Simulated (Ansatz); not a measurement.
# Cd2TeO: relaxing a made-up structure, part 2 of 2

Starting from a made-up structure for Cd2TeO, the aim is the relaxed cell, its shortest contacts and, where a second run follows, its electronic structure.

Ansatz 0.2.0; DFT, r2SCAN, plane-wave PAW, files of the set soft_1, scalar-relativistic, no spin, cell and ions relaxed at zero pressure; PAW set soft_1 (the session's first sound run).

So far: Set-up; Relaxing cell and atoms. The relaxed cell has a = 4.039, c = 6.931 Å (conventional setting).

## (3) Electronic structure of the relaxed cell

With the geometry fixed, one more self-consistent run, with a narrower smearing and the mesh shown in its input, gives the bands, and its pressure, and its forces where symmetry allows any, show how far the geometry depends on these settings.

This step: DFT, r2SCAN, plane-wave PAW, files of the set soft_1, scalar-relativistic, no spin, bands and density of states at the relaxed cell; PAW set soft_1 (Ansatz 0.2.0).

File input.yaml:

```yaml
crystal:
  lattice:
    - [4.0391140248, 0.0, 0.0]
    - [-2.0195570124, 3.4979753543, 0.0]
    - [0.0, 0.0, 6.9308871413]
  atoms:
    - { symbol: Te, position: [0.0, 0.0, 0.6496759434] }
    - { symbol: Cd, position: [0.0, 0.0, 0.0619659749] }
    - { symbol: Cd, position: [0.6666666667, 0.3333333333, 0.4380115809] }
    - { symbol: O, position: [0.6666666667, 0.3333333333, 0.1268465008] }
kpoints:
  mp_grid: { grid: [10, 10, 6] }
  band_path:
    path:
      - [[0.0, 0.0, 0.0], [0.5, 0.0, 0.0], [0.33333333, 0.33333333, 0.0], [0.0, 0.0, 0.0], [0.0, 0.0, 0.5], [0.5, 0.0, 0.5], [0.33333333, 0.33333333, 0.5], [0.0, 0.0, 0.5]]
      - [[0.5, 0.0, 0.5], [0.5, 0.0, 0.0]]
      - [[0.33333333, 0.33333333, 0.0], [0.33333333, 0.33333333, 0.5]]
    npoints: 8
scf:
  occupations: { method: fermi_dirac, width: 0.03 }
  n_extra_bands: 8
hamiltonian:
  xc: r2scan
  pseudopotentials: { kind: paw, azcp: { folder: soft_1 } }
output:
  forces: true
  stress: true
  write_bands: true
  dos: { projected: true }
  write_density: true
  write_potential: true
  elf: true
  volumetric_format: npy
```

Command:

```bash
$ ansatz run input.yaml --threads 4 --pin off --max-ram 8192MiB --backend cpu --events-out ev --progress --plain --runs-dir out
```

Numbers of over 12 decimals in the logs are rounded to 6 here.

Output:

```text
[...]
Crystal: 4 atoms, lattice volume = 97.925 Å³
Basis set: ecut = 500 eV, 2515 PW (Γ), exchange–correlation on 120×120×216 points (64 copies of the dense FFT grid, shifted against one another)
Bands: 39, of which v1, the nominal top of the filled ones, is band 31 counted from 1 (30 counted from 0)
Symmetry: 6 space group operations
[...]
k-points: 72 of 600 (time reversal used)
[...]
SCF iter   1: F=—  HF=-24101.557386 eV  |F-HF|=—  |Δ(HF+E_count)|=         —  Δρ=8.59e-2  dr2=1.02e1  dr2_τ=1.56e-1  ethr=3.10e-3  ⟨swp⟩=8.6  Hψ=13213  notcnv=0
[...]
SCF iter  10: F=-24099.801658 eV  HF=-24099.801658 eV  |F-HF|=4.91e-9  |Δ(HF+E_count)|=   3.58e-9  Δρ=3.09e-6  dr2=8.97e-9  dr2_τ=6.41e-10  ethr=1.61e-10  ⟨swp⟩=8.5  Hψ=16214  notcnv=0
SCF 1 converged in 10 iterations: F = -24099.801658 eV  dr2 = 8.97e-9
[...]
NSCF: frozen V_eff on 75 k-points
SCF converged after 10 iterations
Free energy (F): -24099.801658 eV
[...]
Internal energy: -24099.799062 eV  (E = F + TS)
E sigma→0 (E₀):  -24099.800360 eV
Entropy (-TS):   -0.002597 eV (-0.649 meV/atom)
Fermi energy:    9.007413 eV
[...]
--- Forces (eV/Å), atoms counted from 1 ---
  atom   1  Te     0.00000000     0.00000000     0.00754463
  atom   2  Cd     0.00000000     0.00000000     0.03519759
  atom   3  Cd     0.00000000     0.00000000    -0.05929448
  atom   4  O      0.00000000     0.00000000     0.01658329
  max |Σ_I F_I| component: 3.10e-5 eV/Å
--- Stress (GPa, compression-positive) ---
       -0.133487       0.000000       0.000000
        0.000000      -0.133487      -0.000000
        0.000000       0.000000       0.107901
  P = ⅓ Tr σ = -0.0530 GPa (-0.530 kbar)
--- Band table (eV; the first three rows and the last of 72) ---
  k-point 0: bands = [... 27 lower, 6.4725, 6.9963, 7.6154, 9.2152, 9.2152, 12.9379, 15.2133, 15.5732, ... 4 higher]
  k-point 1: bands = [... 27 lower, 6.4790, 6.4790, 8.2148, 9.2082, 9.2082, 12.7758, 14.3418, 15.5632, ... 4 higher]
  k-point 2: bands = [... 27 lower, 6.4921, 6.4921, 9.0504, 9.1940, 9.1940, 12.1114, 13.7494, 15.5463, ... 4 higher]
  k-point 71: bands = [... 27 lower, 5.1658, 6.0445, 6.2456, 7.1849, 11.3562, 12.2876, 12.8046, 12.8697, ... 4 higher]
```

The job ended after 19 s (4 threads of Intel Xeon Platinum 8488C (Sapphire Rapids), shared host; peak memory 0.82 GiB; 72 s of CPU time).

Reading the cycles: dr2 is the Hartree energy of the density residual (eV), the measure of convergence; HF is the Harris–Foulkes estimate of the energy, which meets the free energy F at convergence.

Numbers from this step:

* free energy: -24099.8017 eV
* energy at zero smearing: -24099.8004 eV
* smearing term TS: 0.002597 eV
* Fermi energy: 9.007 eV
* pressure: -0.05302 GPa

bands.tsv at the labelled points (eV, zero at the Fermi level; the bands that come nearest the Fermi level along the path):

```
point  band 28  band 29  band 30  band 31  band 32  band 33  band 34  band 35
    Γ    -2.53    -2.01    -1.39     0.21     0.21     3.93     6.21     6.57
    M    -3.72    -3.28    -2.59    -0.95     1.83     2.73     3.64     4.55
    K    -4.21    -3.25    -2.73    -2.59     2.60     3.23     3.72     5.12
    Γ    -2.53    -2.01    -1.39     0.21     0.21     3.93     6.21     6.57
    A    -2.51    -2.51     0.18     0.18     0.54     2.56     4.64     6.53
    L    -3.19    -3.06    -2.11    -1.06     1.46     3.02     3.55     4.67
    H    -3.90    -2.97    -2.87    -1.79     2.48     3.08     3.81     3.91
    A    -2.51    -2.51     0.18     0.18     0.54     2.56     4.64     6.53
    L    -3.19    -3.06    -2.11    -1.06     1.46     3.02     3.55     4.67
    M    -3.72    -3.28    -2.59    -0.95     1.83     2.73     3.64     4.55
    K    -4.21    -3.25    -2.73    -2.59     2.60     3.23     3.72     5.12
    H    -3.90    -2.97    -2.87    -1.79     2.48     3.08     3.81     3.91
```

States per cell as run, both spins, in windows of 1 eV, from dos.tsv (zero at the Fermi level):

```
from  to  total
  -8  -7   0.00
  -7  -6   0.00
  -6  -5   0.52
  -5  -4   2.79
  -4  -3   3.34
  -3  -2   3.01
  -2  -1   1.42
  -1   0   0.92
   0   1   0.53
   1   2   1.11
   2   3   0.81
   3   4   1.96
   4   5   2.21
   5   6   1.52
```

Below -8 eV lie 50.0 more states.

Force by atom:

| atom | x (eV/Å) | y (eV/Å) | z (eV/Å) | size |
| --- | --- | --- | --- | --- |
| Te1 | 0.0000 | 0.0000 | 0.0075 | 0.0075 |
| Cd2 | 0.0000 | 0.0000 | 0.0352 | 0.0352 |
| Cd3 | 0.0000 | 0.0000 | -0.0593 | 0.0593 |
| O4 | 0.0000 | 0.0000 | 0.0166 | 0.0166 |

Electrostatic potential energy in the ac plane at fractional y = 0.000, with atoms of Te and Cd within 0.2 Å of it. With pseudopotentials it is smooth inside the atoms' cores, unlike the true potential.

Ten even steps from '_' (-25 eV) to '@' (13 eV), each cell a mean:
```
::--==##@@@@@@@@@@@@%%**--::
++++##%%@@@@@@@@@@@@@@%%**++
%%%%%%@@@@@@@@@@@@@@@@@@%%%%
%%%%%%@@@@@@@@@@@@@@@@@@%%%%
==++##%%@@@@@@@@@@@@@@%%**++
____--##@@@@@@@@@@@@%%**::__
**--__==%%@@@@@@@@@@##--__==
@@%%__::##@@@@@@@@@@**..--@@
@@@@..::##@@@@@@@@%%**..==@@
##--__==%%@@@@@@@@%%##::__++
____--**%%@@@@@@@@@@%%++..__
==++##%%%%%%%%%%%%%%%%%%**==
%%%%%%@@%%%%%%%%%%%%@@%%%%%%
@@@@@@@@@@%%%%%%%%%%@@@@@@@@
@@@@@@@@@@%%%%%%%%%%@@@@@@@@
@@@@@@@@@@@@%%%%%%@@@@@@@@@@
@@@@@@@@@@@@@@@@@@@@@@@@@@@@
%%%%@@@@@@@@@@@@@@@@@@@@%%%%
****%%%%@@@@@@@@@@@@@@%%##**
----++##@@@@@@@@@@@@%%##==--
....--**%%@@@@@@@@@@##++::..
____::==%%@@@@@@@@@@##==..__
____::==%%@@@@@@@@@@##--..__
__..::++%%@@@@@@@@@@##==::__
```
Columns run along a (4.0 Å; values clipped at the 3rd and 97th percentile), rows up along c (6.9 Å). Atoms in or near the plane, at fractional coordinates: Te at (0.00, 0.65), Cd at (0.00, 0.06).

Valence density in the ac plane at fractional y = 0.000, with atoms of Te and Cd within 0.2 Å of it. It is the smooth field of the valence electrons, not physical close to the nuclei.

Values in e/Å³, 24 rows by 14 columns, each cell a mean:
```
 4  3  1  0  0  0  0  0  0  0  0  0  1  3
 1  1  0  0  0  0  0  0  0  0  0  0  0  1
 0  0  0  0  0  0  0  0  0  0  0  0  0  0
 0  0  0  0  0  0  0  0  0  0  0  0  0  0
 1  1  0  0  0  0  0  0  0  0  0  0  0  1
 2  1  1  0  0  0  0  0  0  0  0  0  1  2
 7  5  2  1  0  0  0  0  0  0  0  1  3  6
16 10  3  1  0  0  0  0  0  0  0  1  5 12
16 11  3  1  0  0  0  0  0  0  0  1  6 13
 8  5  2  1  0  0  0  0  0  0  0  1  3  6
 2  2  1  0  0  0  0  0  0  0  0  1  1  2
 1  1  0  0  0  0  0  0  0  0  0  0  0  1
 0  0  0  0  0  0  0  0  0  0  0  0  0  0
 0  0  0  0  0  0  0  0  0  0  0  0  0  0
 0  0  0  0  0  0  0  0  0  0  0  0  0  0
 0  0  0  0  0  0  0  0  0  0  0  0  0  0
 0  0  0  0  0  0  0  0  0  0  0  0  0  0
 0  0  0  0  0  0  0  0  0  0  0  0  0  0
 0  0  0  0  0  0  0  0  0  0  0  0  0  0
 3  2  1  0  0  0  0  0  0  0  0  0  1  2
10  7  2  1  0  0  0  0  0  0  0  1  4  8
21 14  4  1  0  0  0  0  0  0  0  1  7 16
23 16  5  1  0  0  0  0  0  0  0  2  8 18
14 10  3  1  0  0  0  0  0  0  0  1  5 11
```
Columns run along a (4.0 Å), rows up along c (6.9 Å). Atoms in or near the plane, at fractional coordinates: Te at (0.00, 0.65), Cd at (0.00, 0.06).

ELF in the ac plane at fractional y = 0.000, with atoms of Te and Cd within 0.2 Å of it. It is the smooth field of the valence electrons, not physical close to the nuclei.

Ten even steps from '0' (0.02) to '9' (0.93), each cell a mean:
```
33210000001233
22110000001112
22221000001222
66553100024556
66675300146766
34566400257654
01456510266531
00256510366410
00256521366410
01356521356521
23566311246643
45664211125655
55542111113565
44321112112344
22211111111122
00000111110000
00000000000000
11000011100001
22100122110012
33210133210123
65310134211245
97420133211258
98421022101358
75321011001246
```
Columns run along a (4.0 Å), rows up along c (6.9 Å). Atoms in or near the plane, at fractional coordinates: Te at (0.00, 0.65), Cd at (0.00, 0.06).

## (4) Results

* space group, relaxed: P3m1
* conventional cell: a = 4.039, b = 4.039, c = 6.931 Å; α = 90.0°, β = 90.0°, γ = 120.0°
* volume per atom: 24.48 Å³ (guess 24.87)

What this shows: Cd2TeO relaxes to P3m1 with a = 4.039, b = 4.039 and c = 6.931 Å. The guessed volume was 2 % too large. The space group P3m1 was held in the relaxation, so the end point is a stationary structure within it and may be a saddle against distortions or other arrangements. Bands cross the Fermi level, so it is a metal or semimetal at this level. Semilocal functionals can close a small real gap, so this isn't settled for compounds with anions. On the 10×10×6 mesh with the narrower smearing (relaxed on 7×7×4) the largest force component is 0.059 eV/Å and the largest stress component is 0.133 GPa, against the relaxation's thresholds of 0.015 eV/Å and 0.05 GPa. The cutoff wasn't tested. Spin-orbit coupling is left out, which can matter for elements this heavy. No dispersion term is used, so weakly bound directions may come out too long. Nothing here tests whether the compound is stable against decomposition.

[Logs are printed without paths, hosts, clocks, repeated set-up lines and the standing remarks that a program may print on its own settings, such as how far it seeks lower states.]

[Hosts, paths, dates, database ids (printed as entryN), source tags and the programs' standing remarks are cut or masked in the printed files.]
